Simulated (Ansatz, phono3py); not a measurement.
# KCl (Sylvite, Fm-3m): thermal conductivity with phono3py

The second- and third-order constants of KCl (Sylvite) come from an earlier supercell run; what does phono3py make of them?

Measurements to reproduce:
- thermal conductivity 7.1 W/m/K near room temperature (given in “Combining the AFLOW GIBBS and Elastic Libraries to efficiently and robustly screen thermo-mechanical properties of solids”, 2017, arXiv:1611.05714)
- thermal conductivity 7.1 W/m/K near room temperature (given in “Predicting the lattice thermal conductivity of solids by solving the Boltzmann transport equation: AFLOW - AAPL an automated, accurate and efficient framework”, 2017, arXiv:1611.05481)

Main program and level: phono3py 4.10.0; DFT LDA, scalar-relativistic, plane waves, PAW; PAW set soft_1; phono3py on Ansatz's force constants.

Report form: the programs' logs are mostly left out.

## (1) The starting structure

The structure is cubic, space group Fm-3m (No. 225). The conventional cell has a = 6.077 Å, b = 6.077 Å, c = 6.077 Å, α = 90.00°, β = 90.00°, γ = 90.00°. Nearest to K lie 6 Cl at 3.04 Å. Nearest to Cl lie 6 K at 3.04 Å. Farther neighbours and most contacts between anions are not listed.

Structure file:

```cif
data_structure
_symmetry_space_group_name_H-M 'Fm-3m'
_symmetry_Int_Tables_number 225
_cell_length_a 6.0773
_cell_length_b 6.0773
_cell_length_c 6.0773
_cell_angle_alpha 90.000
_cell_angle_beta 90.000
_cell_angle_gamma 90.000
_cell_volume 224.45
loop_
_atom_site_label
_atom_site_type_symbol
_atom_site_symmetry_multiplicity
_atom_site_Wyckoff_symbol
_atom_site_fract_x
_atom_site_fract_y
_atom_site_fract_z
_atom_site_occupancy
K1 K 4 a 0.00000 0.00000 0.00000 1
Cl1 Cl 4 b 0.50000 0.00000 0.00000 1
```

## (2) Relaxation-time solution

The base run: each mode relaxes on its own with natural isotopes, and rates are split into normal and umklapp parts.

The input, phono3py.yaml:

```yaml
phono3py:
  version: "4.10.0"
  frequency_unit_conversion_factor: 15.633302
  symmetry_tolerance: 1.00000e-05

physical_unit:
  atomic_mass: "AMU"
  length: "angstrom"

space_group:
  type: "Fm-3m"
  number: 225
  Hall_symbol: "-F 4 2 3"

primitive_matrix:
- [  1.000000000000000,  0.000000000000000,  0.000000000000000 ]
- [  0.000000000000000,  1.000000000000000,  0.000000000000000 ]
- [  0.000000000000000,  0.000000000000000,  1.000000000000000 ]

supercell_matrix:
- [   3,   0,   0 ]
- [   0,   3,   0 ]
- [   0,   0,   3 ]

# [primitive_cell block left out]
unit_cell:
  lattice:
  - [     0.000000000000000,     3.038637085300000,     3.038637085300000 ] # a
  - [     3.038637085300000,     0.000000000000000,     3.038637085300000 ] # b
  - [     3.038637085300000,     3.038637085300000,     0.000000000000000 ] # c
  points:
  - symbol: K # 1
    coordinates: [  0.000000000000000,  0.000000000000000,  0.000000000000000 ]
    mass: 39.098300
    reduced_to: 1
  - symbol: Cl # 2
    coordinates: [  0.500000000000000,  0.500000000000000,  0.500000000000000 ]
    mass: 35.450000
    reduced_to: 2

# [supercell block left out]
phonon_supercell_matrix:
- [   6,   0,   0 ]
- [   0,   6,   0 ]
- [   0,   0,   6 ]

# [phonon_primitive_cell block left out]
# [phonon_supercell block left out]
nac:
  born_effective_charge:
  - # 1 (K)
    - [  1.109090761846020,  0.000000000000000,  0.000000000000000 ]
    - [  0.000000000000000,  1.109090761846020,  0.000000000000000 ]
    - [  0.000000000000000,  0.000000000000000,  1.109090761846020 ]
  - # 2 (Cl)
    - [ -1.109090761846020,  0.000000000000000,  0.000000000000000 ]
    - [  0.000000000000000, -1.109090761846020,  0.000000000000000 ]
    - [  0.000000000000000,  0.000000000000000, -1.109090761846020 ]
  dielectric_constant:
    - [  2.507462363085693,  0.000000000000000,  0.000000000000000 ]
    - [  0.000000000000000,  2.507462363085693,  0.000000000000000 ]
    - [  0.000000000000000,  0.000000000000000,  2.507462363085693 ]
  unit_conversion_factor: 14.399645
```

Run with:

```sh
$ phono3py phono3py.yaml --mesh 17 17 17 --br --isotope --nu --ts 100 150 200 300 400 500 600 800
```

Wall time 20 s (8 threads of Intel Xeon at 2.70GHz, shared host); peak memory 0.24 GiB.

Numbers from this step:

| Item | Value |
| --- | --- |
| κ at 300 K | 10.27 W/m/K |
| κ xx, yy, zz at 300 K | 10.27, 10.27, 10.27 W/m/K |
| normal share of three-phonon scattering at 300 K | 0.593 |

W/m/K. Kappa, by row:

| T (K) | xx | yy | zz | yz | xz | xy |
| --- | --- | --- | --- | --- | --- | --- |
| 100 | 29.36 | 29.36 | 29.36 | 0 | 0 | 0 |
| 150 | 19.93 | 19.93 | 19.93 | 0 | 0 | 0 |
| 200 | 15.15 | 15.15 | 15.15 | 0 | 0 | 0 |
| 300 | 10.27 | 10.27 | 10.27 | 0 | 0 | 0 |
| 400 | 7.774 | 7.774 | 7.774 | 0 | 0 | 0 |
| 500 | 6.254 | 6.254 | 6.254 | 0 | 0 | 0 |
| 600 | 5.232 | 5.232 | 5.232 | 0 | 0 | 0 |
| 800 | 3.944 | 3.944 | 3.944 | 0 | 0 | 0 |

Lattice thermal conductivity, xx against temperature:

| temperature (K) | lattice thermal conductivity, xx (W/m/K) |
| --- | --- |
| 100 | 29.4 |
| 150 | 19.9 |
| 200 | 15.2 |
| 300 | 10.3 |
| 400 | 7.77 |
| 500 | 6.25 |
| 600 | 5.23 |
| 800 | 3.94 |

Mean scattering rate at 300 K against frequency:

| frequency (THz) | normal (1/ps) | umklapp (1/ps) |
| --- | --- | --- |
| 0.14 | - | - |
| 0.41 | 0.0372 | 0.00403 |
| 0.69 | 0.0409 | 0.00724 |
| 0.97 | 0.0757 | 0.0125 |
| 1.24 | 0.0866 | 0.0267 |
| 1.52 | 0.108 | 0.0367 |
| 1.79 | 0.079 | 0.0525 |
| 2.07 | 0.0925 | 0.0763 |
| 2.35 | 0.0959 | 0.0993 |
| 2.62 | 0.099 | 0.116 |
| 2.90 | 0.112 | 0.111 |
| 3.18 | 0.147 | 0.108 |
| 3.45 | 0.162 | 0.0928 |
| 3.73 | 0.195 | 0.082 |
| 4.00 | 0.197 | 0.0811 |
| 4.28 | 0.198 | 0.0856 |
| 4.56 | 0.203 | 0.0774 |
| 4.83 | 0.156 | 0.106 |
| 5.11 | 0.157 | 0.195 |
| 5.38 | 0.601 | 0.432 |
| 5.66 | 0.97 | 0.554 |
| 5.94 | 1.46 | 0.639 |
| 6.21 | 2.21 | 0.63 |
| 6.49 | 3.61 | 0.656 |

The base value at 300 K is 10.3 W/(m K).

The lattice thermal conductivity, xx is 10.3 W/m/K at 300 K, going as T^-1.0 above 200 K.

## (3) Two programs, one set of constants

This step: DFT LDA, scalar-relativistic, plane waves, PAW; PAW set soft_1 (Ansatz 0.2.0).

Ansatz's figure includes its coherence part. Comparison, by row:

| T (K) | Ansatz RTA (W/m/K) | phono3py RTA (W/m/K) | difference (%) |
| --- | --- | --- | --- |
| 100 | 29.52 | 29.36 | -0.54 |
| 150 | 20.07 | 19.93 | -0.7 |
| 200 | 15.29 | 15.15 | -0.92 |
| 300 | 10.41 | 10.27 | -1.34 |
| 400 | 7.919 | 7.774 | -1.83 |
| 500 | 6.406 | 6.254 | -2.37 |
| 600 | 5.391 | 5.232 | -2.95 |
| 800 | 4.115 | 3.944 | -4.16 |

## (4) Without isotopes, third order supercell 3×3×3, supercell 6×6×6

Leaving out the isotope term shows how much the natural mass disorder scatters.

This step: DFT LDA, scalar-relativistic, plane waves, PAW; PAW set soft_1; phono3py on Ansatz's force constants (phono3py 4.10.0).

phono3py.yaml is that of step 2.

Run with:

```sh
$ phono3py phono3py.yaml --mesh 17 17 17 --br --ts 100 150 200 300 400 500 600 800
```

The job ended after 16 s (8 threads; peak memory 0.24 GiB).

This step gave:

| Property | Result |
| --- | --- |
| κ at 300 K | 10.68 W/m/K |
| κ xx, yy, zz at 300 K | 10.68, 10.68, 10.68 W/m/K |

W/m/K. Kappa, by row:

| T (K) | xx | yy | zz | yz | xz | xy |
| --- | --- | --- | --- | --- | --- | --- |
| 100 | 32.55 | 32.55 | 32.55 | 0 | 0 | 0 |
| 150 | 21.44 | 21.44 | 21.44 | 0 | 0 | 0 |
| 200 | 16.04 | 16.04 | 16.04 | 0 | 0 | 0 |
| 300 | 10.68 | 10.68 | 10.68 | 0 | 0 | 0 |
| 400 | 8.011 | 8.011 | 8.011 | 0 | 0 | 0 |
| 500 | 6.409 | 6.409 | 6.409 | 0 | 0 | 0 |
| 600 | 5.34 | 5.34 | 5.34 | 0 | 0 | 0 |
| 800 | 4.005 | 4.005 | 4.005 | 0 | 0 | 0 |

κ at 300 K goes from 10.3 in the base run to 10.7 W/(m K).

## (5) Another q-mesh, third order supercell 3×3×3, supercell 6×6×6

The q-mesh of the transport sums changes, with the same scattering terms.

phono3py.yaml is that of step 4.

Run with:

```sh
$ phono3py phono3py.yaml --mesh 3 3 3 --br --isotope --ts 100 300 600
```

The job ended after 4 s (8 threads; peak memory 0.24 GiB; 4 s of CPU time).

This step gave:

```
κ at 300 K            : 25.27 W/m/K
κ xx, yy, zz at 300 K : 25.27, 25.27, 25.27 W/m/K
```

W/m/K. Kappa, by row:

| T (K) | xx | yy | zz | yz | xz | xy |
| --- | --- | --- | --- | --- | --- | --- |
| 100 | 58.89 | 58.89 | 58.89 | 0 | 0 | 0 |
| 300 | 25.27 | 25.27 | 25.27 | 0 | 0 | 0 |
| 600 | 13.33 | 13.33 | 13.33 | 0 | 0 | 0 |

This mesh is too coarse for the transport sums: κ at 300 K comes out at 25.3 against 10.3 W/(m K) in the base run.

## (6) Another q-mesh, third order supercell 3×3×3, supercell 6×6×6 (run 2)

phono3py.yaml is that of step 5.

Run with:

```sh
$ phono3py phono3py.yaml --mesh 7 7 7 --br --isotope --ts 100 300 600
```

Wall time 3.9 s (8 threads); peak memory 0.24 GiB; 4.7 s of CPU time.

W/m/K. Kappa, by row:

| T (K) | xx | yy | zz | yz | xz | xy |
| --- | --- | --- | --- | --- | --- | --- |
| 100 | 29.16 | 29.16 | 29.16 | 0 | 0 | 0 |
| 300 | 10.25 | 10.25 | 10.25 | 0 | 0 | 0 |
| 600 | 5.216 | 5.216 | 5.216 | 0 | 0 | 0 |

κ at 300 K goes from 10.3 in the base run to 10.2 W/(m K).

## (7) Another q-mesh, third order supercell 3×3×3, supercell 6×6×6 (run 3)

phono3py.yaml is that of step 6.

Run with:

```sh
$ phono3py phono3py.yaml --mesh 9 9 9 --br --isotope --ts 100 300 600
```

Wall time 4.4 s (8 threads); peak memory 0.24 GiB; 7.2 s of CPU time.

W/m/K. Kappa, by row:

| T (K) | xx | yy | zz | yz | xz | xy |
| --- | --- | --- | --- | --- | --- | --- |
| 100 | 28.83 | 28.83 | 28.83 | 0 | 0 | 0 |
| 300 | 10.12 | 10.12 | 10.12 | 0 | 0 | 0 |
| 600 | 5.155 | 5.155 | 5.155 | 0 | 0 | 0 |

κ at 300 K goes from 10.3 in the base run to 10.1 W/(m K).

## (8) Another q-mesh, third order supercell 3×3×3, supercell 6×6×6 (run 4)

phono3py.yaml is that of step 7.

Run with:

```sh
$ phono3py phono3py.yaml --mesh 13 13 13 --br --isotope --ts 100 300 600
```

Wall time 7.2 s (8 threads); peak memory 0.24 GiB; 26 s of CPU time.

W/m/K. Kappa, by row:

| T (K) | xx | yy | zz | yz | xz | xy |
| --- | --- | --- | --- | --- | --- | --- |
| 100 | 29.15 | 29.15 | 29.15 | 0 | 0 | 0 |
| 300 | 10.21 | 10.21 | 10.21 | 0 | 0 | 0 |
| 600 | 5.202 | 5.202 | 5.202 | 0 | 0 | 0 |

κ at 300 K goes from 10.3 in the base run to 10.2 W/(m K).

## (9) Another q-mesh, third order supercell 3×3×3, supercell 6×6×6 (run 5)

phono3py.yaml is that of step 8.

Run with:

```sh
$ phono3py phono3py.yaml --mesh 21 21 21 --br --isotope --ts 100 300 600
```

It took 55 s on 8 threads; peak memory 0.24 GiB; 6.2 min of CPU time.

W/m/K. Kappa, by row:

| T (K) | xx | yy | zz | yz | xz | xy |
| --- | --- | --- | --- | --- | --- | --- |
| 100 | 29.52 | 29.52 | 29.52 | 0 | 0 | 0 |
| 300 | 10.34 | 10.34 | 10.34 | 0 | 0 | 0 |
| 600 | 5.269 | 5.269 | 5.269 | 0 | 0 | 0 |

κ at 300 K goes from 10.3 in the base run to 10.3 W/(m K).

## (10) Another q-mesh, third order supercell 3×3×3, supercell 6×6×6 (run 6)

phono3py.yaml is that of step 9.

Run with:

```sh
$ phono3py phono3py.yaml --mesh 27 27 27 --br --isotope --ts 100 300 600
```

It took 3.8 min on 8 threads; peak memory 0.24 GiB.

κ at 300 K goes from 10.3 in the base run to 10.4 W/(m K).

## (11) Mesh convergence

This step: DFT LDA, scalar-relativistic, plane waves, PAW; PAW set soft_1 (phono3py 4.10.0).

Series, by row:

| mesh points along each axis | kappa at 100 K (W/m/K) | kappa at 300 K (W/m/K) | kappa at 600 K (W/m/K) | seconds |
| --- | --- | --- | --- | --- |
| 3 | 58.89 | 25.27 | 13.33 | 3.97 |
| 7 | 29.16 | 10.25 | 5.216 | 3.94 |
| 9 | 28.83 | 10.12 | 5.155 | 4.43 |
| 13 | 29.15 | 10.21 | 5.202 | 7.22 |
| 17 | 29.36 | 10.27 | 5.232 | 19.61 |
| 21 | 29.52 | 10.34 | 5.269 | 54.87 |
| 27 | 29.63 | 10.37 | 5.288 | 228.2 |

## (12) Boundary scattering, third order supercell 3×3×3, supercell 6×6×6

A boundary term v/L is added to each rate, a simple model of grains or a thin sample.

This step: DFT LDA, scalar-relativistic, plane waves, PAW; PAW set soft_1; phono3py on Ansatz's force constants (phono3py 4.10.0).

phono3py.yaml is that of step 10.

Run with:

```sh
$ phono3py phono3py.yaml --mesh 17 17 17 --br --isotope --boundary-mfp 0.01 --ts 100 150 200 300 400 500 600 800
```

Run time: 18 s. Hardware: 8 threads; peak memory 0.24 GiB.

Numbers from this step:

- κ at 300 K: 3.963 W/m/K
- κ xx, yy, zz at 300 K: 3.963, 3.963, 3.963 W/m/K

W/m/K. Kappa, by row:

| T (K) | xx | yy | zz | yz | xz | xy |
| --- | --- | --- | --- | --- | --- | --- |
| 100 | 4.905 | 4.905 | 4.905 | 0 | 0 | 0 |
| 150 | 4.855 | 4.855 | 4.855 | 0 | 0 | 0 |
| 200 | 4.562 | 4.562 | 4.562 | 0 | 0 | 0 |
| 300 | 3.963 | 3.963 | 3.963 | 0 | 0 | 0 |
| 400 | 3.482 | 3.482 | 3.482 | 0 | 0 | 0 |
| 500 | 3.105 | 3.105 | 3.105 | 0 | 0 | 0 |
| 600 | 2.804 | 2.804 | 2.804 | 0 | 0 | 0 |
| 800 | 2.352 | 2.352 | 2.352 | 0 | 0 | 0 |

κ at 300 K goes from 10.3 in the base run to 3.96 W/(m K).

## (13) Boundary scattering, third order supercell 3×3×3, supercell 6×6×6 (run 2)

phono3py.yaml is that of step 12.

Run with:

```sh
$ phono3py phono3py.yaml --mesh 17 17 17 --br --isotope --boundary-mfp 1 --ts 100 150 200 300 400 500 600 800
```

It took 19 s on 8 threads; peak memory 0.24 GiB; 1.8 min of CPU time.

This step gave:

```
κ at 300 K            : 9.976 W/m/K
κ xx, yy, zz at 300 K : 9.976, 9.976, 9.976 W/m/K
```

W/m/K. Kappa, by row:

| T (K) | xx | yy | zz | yz | xz | xy |
| --- | --- | --- | --- | --- | --- | --- |
| 100 | 26.68 | 26.68 | 26.68 | 0 | 0 | 0 |
| 150 | 18.78 | 18.78 | 18.78 | 0 | 0 | 0 |
| 200 | 14.51 | 14.51 | 14.51 | 0 | 0 | 0 |
| 300 | 9.976 | 9.976 | 9.976 | 0 | 0 | 0 |
| 400 | 7.604 | 7.604 | 7.604 | 0 | 0 | 0 |
| 500 | 6.144 | 6.144 | 6.144 | 0 | 0 | 0 |
| 600 | 5.155 | 5.155 | 5.155 | 0 | 0 | 0 |
| 800 | 3.899 | 3.899 | 3.899 | 0 | 0 | 0 |

κ at 300 K goes from 10.3 in the base run to 9.98 W/(m K).

## (14) Direct solution of the linearised equation, third order supercell 3×3×3, supercell 6×6×6

Solving the linearised equation directly keeps the heat that normal processes pass on between modes; it is dearer, so the mesh may be smaller.

phono3py.yaml is that of step 13.

Run with:

```sh
$ phono3py phono3py.yaml --mesh 17 17 17 --lbte --isotope --ts 100 300 600
```

It took 2.9 min on 8 threads; peak memory 0.36 GiB; 4.7 min of CPU time.

Numbers from this step:

```
κ at 300 K            : 13.98 W/m/K
κ xx, yy, zz at 300 K : 13.98, 13.98, 13.98 W/m/K
```

W/m/K. Kappa, by row:

| T (K) | xx | yy | zz | yz | xz | xy | RTA mean |
| --- | --- | --- | --- | --- | --- | --- | --- |
| 100 | 37.61 | 37.61 | 37.61 | 0 | 0 | 0 | 29.36 |
| 300 | 13.98 | 13.98 | 13.98 | 0 | 0 | 0 | 10.27 |
| 600 | 7.245 | 7.245 | 7.245 | 0 | 0 | 0 | 5.232 |

κ at 300 K goes from 10.3 in the base run to 14.0 W/(m K).

## (15) Adding coherences, third order supercell 3×3×3, supercell 6×6×6

Close branches can carry heat by tunnelling between them, which the particle picture leaves out.

phono3py.yaml is that of step 14.

Run with:

```sh
$ phono3py phono3py.yaml --mesh 17 17 17 --br --isotope --tt smm19 --ts 100 150 200 300 400 500 600 800
```

Elapsed: 23 s, on 8 threads; peak memory 0.24 GiB.

This step gave:

```yaml
kappa_at_300_k: 10.39 W/m/K
kappa_xx_yy_zz_at_300_k: 10.39, 10.39, 10.39 W/m/K
```

W/m/K. Kappa, by row:

| T (K) | xx | yy | zz | yz | xz | xy | intra mean | inter mean |
| --- | --- | --- | --- | --- | --- | --- | --- | --- |
| 100 | 29.46 | 29.46 | 29.46 | 0 | 0 | 0 | 29.36 | 0.1028 |
| 150 | 20.03 | 20.03 | 20.03 | 0 | 0 | 0 | 19.93 | 0.1037 |
| 200 | 15.26 | 15.26 | 15.26 | 0 | 0 | 0 | 15.15 | 0.109 |
| 300 | 10.39 | 10.39 | 10.39 | 0 | 0 | 0 | 10.27 | 0.1203 |
| 400 | 7.905 | 7.905 | 7.905 | 0 | 0 | 0 | 7.774 | 0.1311 |
| 500 | 6.396 | 6.396 | 6.396 | 0 | 0 | 0 | 6.254 | 0.141 |
| 600 | 5.382 | 5.382 | 5.382 | 0 | 0 | 0 | 5.232 | 0.15 |
| 800 | 4.108 | 4.108 | 4.108 | 0 | 0 | 0 | 3.944 | 0.1646 |

κ at 300 K goes from 10.3 in the base run to 10.4 W/(m K).

## (16) Gaussian smearing, third order supercell 3×3×3, supercell 6×6×6

A Gaussian replaces the tetrahedron method for energy conservation; its width must match the mesh.

phono3py.yaml is that of step 15.

Run with:

```sh
$ phono3py phono3py.yaml --mesh 17 17 17 --br --isotope --sigma 0.03 --ts 100 300 600
```

It took 18 s on 8 threads; peak memory 0.24 GiB; 1.7 min of CPU time.

Numbers from this step:

| Item | Value |
| --- | --- |
| κ at 300 K | 10.78 W/m/K |
| κ xx, yy, zz at 300 K | 10.78, 10.78, 10.78 W/m/K |

W/m/K. Kappa, by row:

| T (K) | xx | yy | zz | yz | xz | xy |
| --- | --- | --- | --- | --- | --- | --- |
| 100 | 30.42 | 30.42 | 30.42 | 0 | 0 | 0 |
| 300 | 10.78 | 10.78 | 10.78 | 0 | 0 | 0 |
| 600 | 5.507 | 5.507 | 5.507 | 0 | 0 | 0 |

With a width of 0.03 THz κ at 300 K is 10.8 W/(m K), +5.0 % from the tetrahedron value.

For the κ at 300 K, step 2 gave 10.3 W/m/K; this run, with delta function Gaussian and sigma 0.03 THz, gives 10.8 W/m/K (+5 %).

## (17) Gaussian smearing, third order supercell 3×3×3, supercell 6×6×6 (run 2)

phono3py.yaml is that of step 16.

Run with:

```sh
$ phono3py phono3py.yaml --mesh 17 17 17 --br --isotope --sigma 0.1 --ts 100 300 600
```

Wall time 20 s (8 threads); peak memory 0.24 GiB.

Numbers from this step:

```
κ at 300 K            : 10.31 W/m/K
κ xx, yy, zz at 300 K : 10.31, 10.31, 10.31 W/m/K
```

W/m/K. Kappa, by row:

| T (K) | xx | yy | zz | yz | xz | xy |
| --- | --- | --- | --- | --- | --- | --- |
| 100 | 29.26 | 29.26 | 29.26 | 0 | 0 | 0 |
| 300 | 10.31 | 10.31 | 10.31 | 0 | 0 | 0 |
| 600 | 5.261 | 5.261 | 5.261 | 0 | 0 | 0 |

With a width of 0.1 THz κ at 300 K is 10.3 W/(m K), +0.4 % from the tetrahedron value.

For the κ at 300 K, step 16 gave 10.8 W/m/K; this run, with sigma 0.1 THz, gives 10.3 W/m/K (-4 %).

## (18) Two-phonon phase space, third order supercell 3×3×3, supercell 6×6×6

The two-phonon density of states counts the channels open to a mode, without matrix elements.

phono3py.yaml is that of step 17.

Run with:

```sh
$ phono3py phono3py.yaml --mesh 21 21 21 --jdos --gp 0 --num-freq-points 80
```

The job ended after 4.4 s (8 threads; peak memory 0.24 GiB; 5.2 s of CPU time).

The joint density of states at Gamma by frequency; read off at these points:

| frequency (THz) | absorption class (1/THz) | decay class (1/THz) |
| --- | --- | --- |
| 0.00 | 0 | 0 |
| 0.34 | 12.7 | 0.00241 |
| 0.67 | 11.4 | 0.0139 |
| 1.01 | 10.8 | 0.0387 |
| 1.52 | 11.1 | 0.0974 |
| 1.86 | 8.01 | 0.152 |
| 2.19 | 7.12 | 0.223 |
| 2.53 | 5.67 | 0.313 |
| 2.87 | 4.69 | 0.435 |
| 3.20 | 3.89 | 0.607 |
| 3.54 | 1.83 | 0.901 |
| 3.88 | 1.12 | 0.996 |
| 4.39 | 0.520 | 1.15 |
| 4.72 | 0.334 | 1.28 |
| 5.06 | 0.248 | 2.04 |
| 5.40 | 0.175 | 3.10 |
| 5.73 | 0.109 | 4.75 |
| 6.07 | 0.0476 | 4.61 |
| 6.41 | 0 | 5.17 |
| 6.91 | 0 | 9.60 |
| 7.25 | 0 | 7.00 |
| 7.59 | 0 | 8.00 |
| 7.93 | 0 | 10.5 |
| 8.26 | 0 | 8.00 |
| 8.60 | 0 | 6.2 |
| 8.94 | 0 | 5.5 |
| 9.44 | 0 | 6.07 |
| 9.78 | 0 | 6.62 |
| 10.12 | 0 | 2.62 |
| 10.46 | 0 | 1.10 |
| 10.79 | 0 | 0.823 |
| 11.13 | 0 | 0.589 |
| 11.47 | 0 | 0.144 |
| 11.81 | 0 | 0.120 |
| 12.31 | 0 | 0.0914 |
| 12.65 | 0 | 0.0705 |
| 12.99 | 0 | 0.0467 |
| 13.32 | 0 | 0 |

The joint density of states at Gamma (absorption class) has its highest peak at 0.34 THz.

## (19) Without the dipole term, third order supercell 3×3×3, supercell 6×6×6

Dropping the dipole term tests how much its part of the interpolation matters for κ.

phono3py.yaml is that of step 18.

Run with:

```sh
$ phono3py phono3py.yaml --mesh 17 17 17 --br --isotope --nonac --ts 100 300 600
```

The job ended after 25 s (8 threads; peak memory 0.24 GiB).

This step gave:

| Property | Result |
| --- | --- |
| κ at 300 K | 10.25 W/m/K |
| κ xx, yy, zz at 300 K | 10.25, 10.25, 10.25 W/m/K |

W/m/K. Kappa, by row:

| T (K) | xx | yy | zz | yz | xz | xy |
| --- | --- | --- | --- | --- | --- | --- |
| 100 | 29.22 | 29.22 | 29.22 | 0 | 0 | 0 |
| 300 | 10.25 | 10.25 | 10.25 | 0 | 0 | 0 |
| 600 | 5.226 | 5.226 | 5.226 | 0 | 0 | 0 |

κ at 300 K goes from 10.3 to 10.2 W/(m K). Only the interpolation between the solved wavevectors changes, and the fewer these are, the more it matters.

[end of part 1 of 2]

[Logs are printed without paths, hosts, clocks, repeated set-up lines and the standing remarks that a program may print on its own settings, such as how far it seeks lower states.]

[Hosts, paths, dates, database ids (printed as entryN), source tags and the programs' standing remarks are cut or masked in the printed files.]

[A step with changed settings may run another functional than the one named; its input shows which.]
